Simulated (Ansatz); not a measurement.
# ScZn (Pm-3m): from the cell to its phonons, part 2 of 2

The cell of ScZn (Pm-3m) is at rest. What are its phonons? After the zone centre comes a 4×4×4 q mesh on a 12×12×12 k mesh.

Ansatz 0.2.0; DFT PBEsol, scalar-relativistic, plane waves, PAW; PAW set soft_1.

So far. Step 2 (Linear response at the zone centre): Before it was imposed, the acoustic sum rule was missed by 2.3e-5 eV/Å². Small misses are needed for a sound result but don't prove that mesh and cutoff are converged. The lowest optical mode is real, 203 cm⁻¹.

## (3) The dispersion

Stability and thermal properties need the whole zone. Linear response on a 4×4×4 q mesh gives force constants as far as a supercell of that size would.

Contents of input.yaml:

```yaml
crystal:
  lattice:
    - [3.3013580123, 0.0, 0.0]
    - [0.0, 3.3013580123, 0.0]
    - [0.0, 0.0, 3.3013580123]
  atoms:
    - { symbol: Sc, position: [0.0, 0.0, 0.0] }
    - { symbol: Zn, position: [0.5, 0.5, 0.5] }
kpoints:
  mp_grid: { grid: [12, 12, 12] }
hamiltonian:
  xc: pbesol
  pseudopotentials: { kind: paw, azcp: { folder: soft_1 }, xc_functional: pbe }
scf:
  occupations: { method: methfessel_paxton, width: 0.2 }
output:
  eigenvalues: true
phonons:
  method: dfpt
  qmesh: [4, 4, 4]
  temperatures: { t_max: 1000, t_step: 50 }
  qpath:
    path:
      - [[0.0, 0.0, 0.0], [0.0, 0.5, 0.0], [0.5, 0.5, 0.0], [0.0, 0.0, 0.0], [0.5, 0.5, 0.5], [0.0, 0.5, 0.0]]
      - [[0.5, 0.5, 0.5], [0.5, 0.5, 0.0]]
    npoints: 10
```

Launch:

```bash
ansatz run input.yaml --threads 4 --pin off --max-ram 10240MiB --backend cpu --events-out ev --progress --plain --runs-dir out
```

Numbers of over 12 decimals in the logs are rounded to 6 here.

The log of the run:

```text
[...]
Crystal: 2 atoms, lattice volume = 35.981 Å³
Basis set: ecut = 420 eV, 739 PW (Γ), exchange–correlation on 48×48×48 points (8 copies of the dense FFT grid, shifted against one another)
Bands: 16, of which v1, the nominal top of the filled ones, is band 12 counted from 1 (11 counted from 0)
Symmetry: 48 space group operations
k-points: 84 of 1728
[...]
SCF iter   1: F=—  HF=-5393.762370 eV  |F-HF|=—  |Δ(HF+E_count)|=         —  Δρ=1.05e-1  dr2=3.03e0  ethr=3.10e-3  ⟨swp⟩=4.9  Hψ=6676  notcnv=0
[...]
SCF iter  11: F=-5393.051805 eV  HF=-5393.051805 eV  |F-HF|=9.09e-13  |Δ(HF+E_count)|=  1.46e-11  S|Δr|=    0.00e0  Δρ=2.84e-8  dr2=3.50e-13  ethr=1.00e-12  ⟨swp⟩=5.1  Hψ=5263  notcnv=0
SCF 1 converged in 11 iterations: F = -5393.051805 eV  dr2 = 3.50e-13
[...]
phonons: the bands overlap, so this run is a metal and interpolates without the dipole-dipole term. If the crystal is really an insulator or semiconductor, its LO-TO splitting is missing
NSCF: frozen V_eff on 84 k-points
[...]
DFPT response loops at q = (0, 0, 0) (fractional): preconditioner auto → Kerker (q_TF=auto, 2.532 Å⁻¹) (partly filled bands, converged f_vac=0.000); β = 1.00, the filter's whole step (`scf.mixing.beta` (0.50) is not read by the response loops under this deck's `scf.mixing.preconditioner`; to damp them name `kerker` or `kerker_dos`, under which they read `scf.mixing.beta`, and type it under 1.00, their step now; both keys bind the ground state too); Broyden in place of MSR1
[...]
SCF converged after 11 iterations
[...]
Free energy (F): -5393.051805 eV
[...]
Internal energy: -5393.049174 eV  (E = F + TS)
E sigma→0 (E₀):  -5393.051147 eV
Entropy (-TS):   -0.002630 eV (-1.315 meV/atom)
Fermi energy:    10.842036 eV
[...]
--- Band table (eV; the first three rows and the last of 84) ---
  k-point 0: bands = [... 8 lower, 3.9920, 3.9920, 10.9331, 10.9331, 13.9142, 13.9142, 13.9142, 16.4229]
  k-point 1: bands = [... 8 lower, 3.9871, 3.9941, 10.8954, 10.9494, 13.6917, 13.6917, 13.9155, 15.9476]
  k-point 2: bands = [... 8 lower, 3.9739, 3.9999, 10.6853, 10.9951, 13.2342, 13.2342, 13.9188, 15.1086]
  k-point 83: bands = [... 8 lower, 4.1879, 9.0772, 9.0772, 9.0772, 11.7656, 14.7404, 14.7404, 16.0565]
--- Phonons (Γ-DFPT): 2 representative perturbations + reference (Σ response iterations 7) ---
  ASR residual: 2.040e-5 → 0.000e0 eV/Å²; symmetrization residual: 2.707e-6 eV/Å²
  ASR residual per site (eV/Å²): 5.87e-6 2.04e-5
  Γ frequencies (cm⁻¹): 0.00 0.00 0.00 202.65 202.65 202.65
--- Phonons (arbitrary-q DFPT): 10 irreducible q on the 4×4×4 mesh ---
  q = [0.0000, 0.0000, 0.0000] (star 1, of the zone-centre solve; hermiticity 1.35e-6, symmetrization 2.00e-12): -0.00 -0.00 -0.00 202.65 202.65 202.65
  q = [0.0000, 0.0000, 0.2500] (star 6, 4 solved perturbations in 1848 linear systems a pass and spin channel, the states on 588 of 1728 k-point pairs; hermiticity 1.10e-6, symmetrization 5.84e-13): 86.88 86.88 100.39 190.07 190.07 209.51
[...]
q = [0.0000, 0.2500, -0.5000] (star 12, 6 solved perturbations on 588 of 1728 k-point pairs; hermiticity 1.92e-6, symmetrization 2.23e-8): 76.74 102.86 139.73 145.11 212.35 226.26
[...]
sum rule: each row above includes the acoustic sum rule's correction from the zone centre's row sums; it moved no ω² by more than (0.29 cm⁻¹)²
  mesh force constants: q→R imaginary residual 2.92e-18; ASR residual 2.040e-5 → 0.000e0 eV/Å²; symmetrization residual 5.773e-15 eV/Å²
  interpolated dispersion: 62 rows × 6 modes
  density of states and harmonic sums: on the 20×20×20 q-mesh, interpolated from the force constants of a 4×4×4 supercell (no non-analytic term)
  largest difference from the sums on the solved wave vectors: F 1.18e-2 eV, S 1.58e-5 and C_V 4.01e-6 eV/K
  zero-point energy: 0.056550 eV/cell   skipped modes (ω ≤ 0): 3   left out of the sums: 6.25e-5 of the cell's modes: C_V's classical limit lies that fraction below 3 k_B per atom; for a crystal, a wire or a layer, F and S can be off by more, and a phonons.interpolated_qmesh denser along its periods is the remedy for the sampling
```

Run time: 4.6 min. Hardware: 4 threads of Arm Neoverse V1, shared host; peak memory 1.7 GiB; 18 min of CPU time.

Numbers from this step:

* sum-rule residual before enforcement: 2.04e-5 eV/Å²
* lowest frequency on the path: 0 cm⁻¹
* highest frequency on the path or at a solved wavevector: 248.6 cm⁻¹
* mean frequency: 152 cm⁻¹
* Debye temperature (second moment): 302 K
* logarithmic mean frequency: 139.6 cm⁻¹
* lowest mode on the q mesh (acoustic modes at Γ apart): 48.73 cm⁻¹
* zero-point energy per atom: 28.27 meV
* heat capacity at 300 K: 23.73 J/(mol atoms K)
* vibrational entropy at 300 K: 35.57 J/(mol atoms K)

Frequencies (cm⁻¹) solved at each irreducible wavevector; negative means imaginary. Frequencies by wavevector, by row:

```
q in reciprocal lattice units  star  mode 1  mode 2  mode 3  mode 4  mode 5  mode 6
                        0 0 0     1       0       0       0   202.7   202.7   202.7
                     0 0 0.25     6    86.9    86.9   100.4   190.1   190.1   209.5
                     0 0 -0.5     3   119.4   137.8   137.8   169.9   169.9   221.2
                  0 0.25 0.25    12    58.4   107.9   131.2   174.2   194.7   222.9
                  0 0.25 -0.5    12    76.7   102.9   139.7   145.1   212.3   226.3
                  0 -0.5 -0.5     3    48.7    48.7     112   140.8   248.6   248.6
               0.25 0.25 0.25     8   101.6   101.6   113.4   187.9   215.2   215.2
               0.25 0.25 -0.5    12    61.8     108   135.6   199.1   204.4   228.5
               0.25 -0.5 -0.5     6    88.3    88.3   137.8   189.8   233.4   233.4
               -0.5 -0.5 -0.5     1   115.1   115.1   115.1   224.9   224.9   224.9
```

Interpolated from a 4×4×4 q mesh. Phonon branches along the path, in cm⁻¹:

```
    point  branch 1  branch 2  branch 3  branch 4  branch 5  branch 6
        Γ         0         0         0       203       203       203
  halfway        87        87       100       190       190       210
        X       119       138       138       170       170       221
  halfway        77       103       140       145       212       226
        M        49        49       112       141       249       249
  halfway        58       108       131       174       195       223
        Γ         0         0         0       203       203       203
  halfway       102       102       113       188       215       215
        R       115       115       115       225       225       225
  halfway        62       108       136       199       204       228
        X       119       138       138       170       170       221
jump to R       115       115       115       225       225       225
  halfway        88        88       138       190       233       233
        M        49        49       112       141       249       249
```

The phonon branches as a text plot (rows in cm⁻¹):

```
    243 |             ****                                    ***
    233 |           **   **                       ***       **
    223 |      ******     *****          **********  *******
    212 |   ***            **  **    ****  *      **       *
    202 |***       *            *****    **        **       *
    192 |   *     *          ****   *   *            *       *
    181 |    **               *                       **
    171 |      ***           *       ***                **
    161 |         *        **
    150 |          *      *                                   *
    140 |      ***********                          ******   ****
    129 |         *  *    *  **      ***          **   *   **  *
    119 |     **** *  * ** **              *******    *  **     *
    109 |    *         *     * *        *** **  ******  *  *
     98 |   **    *       *         *   ****           *    *
     88 |   *      **         *        *          *          *
     78 |            *   *     **                  *  *
     67 |  *        *                **                       *
     57 |  *         ** * *****                     **         *
     47 | *            ***     **  **                           *
     36 | *                      *
     26 |*                      ** *
     16 |*                       *
      5 |                         *
         Γ      X      M          Γ            R        X|R     M
```

Tetrahedra on a 20×20×20 mesh, mean over bins of 2 cm-1. Interpolated from a 4×4×4 q mesh. Phonon density of states against wavenumber; read off at these points:

wavenumber (cm⁻¹), phonon density of states (1/cm⁻¹/cell) and a bar:
```
      1.0     0.0000 
      7.0     0.0000 
     15.0     0.0003 
     21.0     0.0005 
     27.0     0.0009 
     35.0     0.0014 #
     41.0     0.0022 #
     47.0     0.0030 #
     55.0     0.0135 #####
     61.0     0.0300 ###########
     69.0     0.0336 #############
     75.0     0.0348 #############
     81.0     0.0265 ##########
     89.0     0.0256 ##########
     95.0     0.0264 ##########
    101.0     0.0299 ###########
    107.0     0.0427 ################
    109.0     0.0374 ##############
    115.0     0.0247 #########
    121.0     0.0261 ##########
    129.0     0.0664 #########################
    131.0     0.0804 ##############################
    135.0     0.0467 #################
    137.0     0.0562 #####################
    141.0     0.0241 #########
    149.0     0.0068 ###
    155.0     0.0080 ###
    161.0     0.0104 ####
    169.0     0.0176 #######
    175.0     0.0419 ################
    177.0     0.0436 ################
    181.0     0.0301 ###########
    189.0     0.0324 ############
    195.0     0.0331 ############
    203.0     0.0271 ##########
    209.0     0.0297 ###########
    215.0     0.0393 ###############
    221.0     0.0784 #############################
    223.0     0.0656 ########################
    229.0     0.0626 #######################
    235.0     0.0242 #########
    243.0     0.0093 ###
    249.0     0.0001
```

The partial phonon density of states has structure finer than the step of the table below, so its rows give means over 10 cm⁻¹, whole bins alone (the curve runs from -10 to 265 cm⁻¹). Peaks (cm⁻¹: height): Sc 176.9: 0.0317, 194.2: 0.0331, 204.6: 0.0321, 221.9: 0.0604; Zn 69.6: 0.0267, 109.4: 0.0346, 130.2: 0.0604, 220.2: 0.0100.

Phonopy on the run's constants, 17x17x17 mesh, Gaussian sigma 2.0 cm-1. Interpolated from a 4×4×4 q mesh. Table of partial phonon density of states by wavenumber; means over each step; values in 1/cm⁻¹/cell:

```
wavenumber (cm⁻¹)       Sc       Zn
                0   2.6e-5   3.4e-5
               10   3.9e-5   6.0e-5
               20   1.8e-4   2.8e-4
               30   5.8e-4   9.0e-4
               40   6.1e-4   9.8e-4
               50  0.00230  0.00588
               60  0.00608   0.0188
               70  0.00806   0.0244
               80  0.00635   0.0213
               90  0.00536   0.0201
              100  0.00561   0.0239
              110  0.00619   0.0285
              120  0.00594   0.0245
              130  0.00760   0.0493
              140  0.00322   0.0293
              150  0.00477  0.00255
              160  0.00760  0.00211
              170   0.0185  0.00393
              180   0.0267  0.00612
              190   0.0258  0.00620
              200   0.0241  0.00604
              210   0.0263  0.00582
              220   0.0518  0.00906
              230   0.0422  0.00718
              240   0.0124  0.00253
              250  0.00157   3.4e-4
              260        0        0
```

Second derivatives of the energy by pair, one row for each kind of neighbour of each atom listed. Each entry sums the pair over the periodic images of the supercell that the q mesh stands for, and in a polar crystal it holds the long-range dipole part too. Force constants by pair, by row:

```
atom  neighbour  distance (Å)  third of the trace (eV/Å²)  along the pair's line (eV/Å²)
 Sc1     itself             0                       5.992                              –
 Sc1         Zn         2.859                     -0.4811                         -1.543
 Sc1         Sc         3.301                     -0.3106                         -1.008
 Sc1         Sc         4.669                      0.0269                         0.1857
 Sc1         Zn         5.475                     -0.0057                        -0.0061
 Sc1         Sc         5.718                     -0.0475                         -0.169
 Sc1         Sc         6.603                      0.0098                        -0.1087
 Sc1         Zn         7.195                     -0.0015                        -0.0134
 Sc1         Sc         7.382                     4.00e-4                          0.005
 Zn2     itself             0                       3.986                              –
 Zn2         Sc         2.859                     -0.4811                         -1.543
 Zn2         Zn         3.301                      0.0863                         0.3621
 Zn2         Zn         4.669                     -0.0098                        -0.0193
 Zn2         Sc         5.475                     -0.0057                        -0.0061
 Zn2         Zn         5.718                     -0.0099                         -0.035
 Zn2         Zn         6.603                     -0.0562                        -0.2032
 Zn2         Sc         7.195                     -0.0015                        -0.0134
 Zn2         Zn         7.382                     -0.0022                          0.001
```

Harmonic thermodynamic functions per atom, from the density of states. Interpolated from a 4×4×4 q mesh. Thermodynamic functions, by row:

```
T (K)  F_vib (meV/atom)  S (J/mol-atom/K)  C_V (J/mol-atom/K)
    0             28.27                 0                   0
   50             27.72             3.725               7.921
  100             23.58             12.33               16.84
  200              3.11             26.19               22.36
  300            -29.18             35.57               23.73
  400            -69.78             42.48               24.25
  500            -116.7             47.92               24.49
  600            -168.8              52.4               24.63
  700            -225.1              56.2               24.71
  800            -285.1              59.5               24.77
  900            -348.3             62.42                24.8
 1000            -414.4             65.04               24.83
```

Harmonic mean-square displacement, third of the trace. Interpolated from a 4×4×4 q mesh. Mean square displacements, by row:

```
T (K)  Sc1 U_eq (Å²)  Zn2 U_eq (Å²)
    0        0.00236        0.00248
  100        0.00352        0.00452
  300        0.00843          0.012
  600        0.01643         0.0237
```

Symmetry leaves 10 wavevectors to solve. The lowest mode among them, the acoustic zeros apart, lies at q = (0, -0.5, -0.5) and is real, 48.7 cm⁻¹.

## (4) Another isotope

An isotope changes the mass and not the force constants, so no new electronic calculation is needed; the shifts show which modes move this element.

The same force constants with the mass of Zn changed from 65.380 to 67.925 u (phonopy, no LO-TO term). Both lists are sorted by frequency; levels can cross, so a row need not hold one and the same mode. Modes under 3 cm⁻¹ are left out. Isotope shifts, by row:

```
          q  rank  natural mass (cm⁻¹)  changed mass (cm⁻¹)
      0 0 0     4                202.7                201.1
      0 0 0     5                202.7                201.1
      0 0 0     6                202.7                201.1
   0 0 0.25     1                86.88                85.82
   0 0 0.25     2                86.88                85.82
   0 0 0.25     3                100.4                98.87
   0 0 0.25     4                190.1                188.8
   0 0 0.25     5                190.1                188.8
   0 0 0.25     6                209.5                208.7
   0 0 -0.5     1                119.4                117.2
   0 0 -0.5     2                137.8                135.2
   0 0 -0.5     3                137.8                135.2
   0 0 -0.5     4                169.9                169.9
   0 0 -0.5     5                169.9                169.9
   0 0 -0.5     6                221.2                221.2
0 0.25 0.25     1                58.37                57.57
0 0.25 0.25     2                107.9                106.6
0 0.25 0.25     3                131.2                128.7
0 0.25 0.25     4                174.2                  173
0 0.25 0.25     5                194.7                194.7
0 0.25 0.25     6                222.9                221.7
```

A mode of this element alone would shift by -1.89 %. The highest zone-centre frequency without the field goes from 202.7 to 201.1 cm⁻¹ (-0.8 %). The product of the frequency ratios over all optical modes at Γ is 0.977; the product rule, (m/m′)^(3k/2) (M′/M)^(3/2) with k = 1 such atoms and M the mass of the cell, gives 0.977.

## (5) Results

* space group (within 0.01 Å): Pm-3m
* volume per atom: 18.0 Å³
* electronic character: no gap on this mesh
* highest optical mode at the zone centre (no LO-TO term): 203 cm⁻¹
* lowest optical zone-centre mode: 203 cm⁻¹
* lowest mode on the q mesh (acoustic modes at Γ apart): 48.7 cm⁻¹
* highest frequency on the path or at a solved wavevector: 249 cm⁻¹
* zero-point energy per atom: 28.3 meV
* heat capacity at 300 K: 23.7 J/(mol atoms K)
* vibrational entropy at 300 K: 35.6 J/(mol atoms K)
* Debye temperature (second moment): 302 K
* imaginary modes on the 4×4×4 q mesh: none

The structure is a minimum as far as tested: no mode is imaginary at the 10 irreducible wavevectors of the 4×4×4 mesh, and the softest away from the acoustic zeros lies at 49 cm⁻¹. The optical modes at Γ form one degenerate level at 203 cm⁻¹. With no gap, or one that is small against the smearing, the frequencies hang on the k mesh and the smearing, most of all near Kohn anomalies. The phonon runs are without spin polarisation, although the cell has an odd electron count. The PAW files were made for PBE and serve the other functionals too. These are harmonic frequencies at zero temperature: anharmonic shifts, linewidths and thermal expansion are left out.

[Logs are printed without paths, hosts, clocks, repeated set-up lines and the standing remarks that a program may print on its own settings, such as how far it seeks lower states.]

[Hosts, paths, dates, database ids (printed as entryN), source tags and the programs' standing remarks are cut or masked in the printed files.]
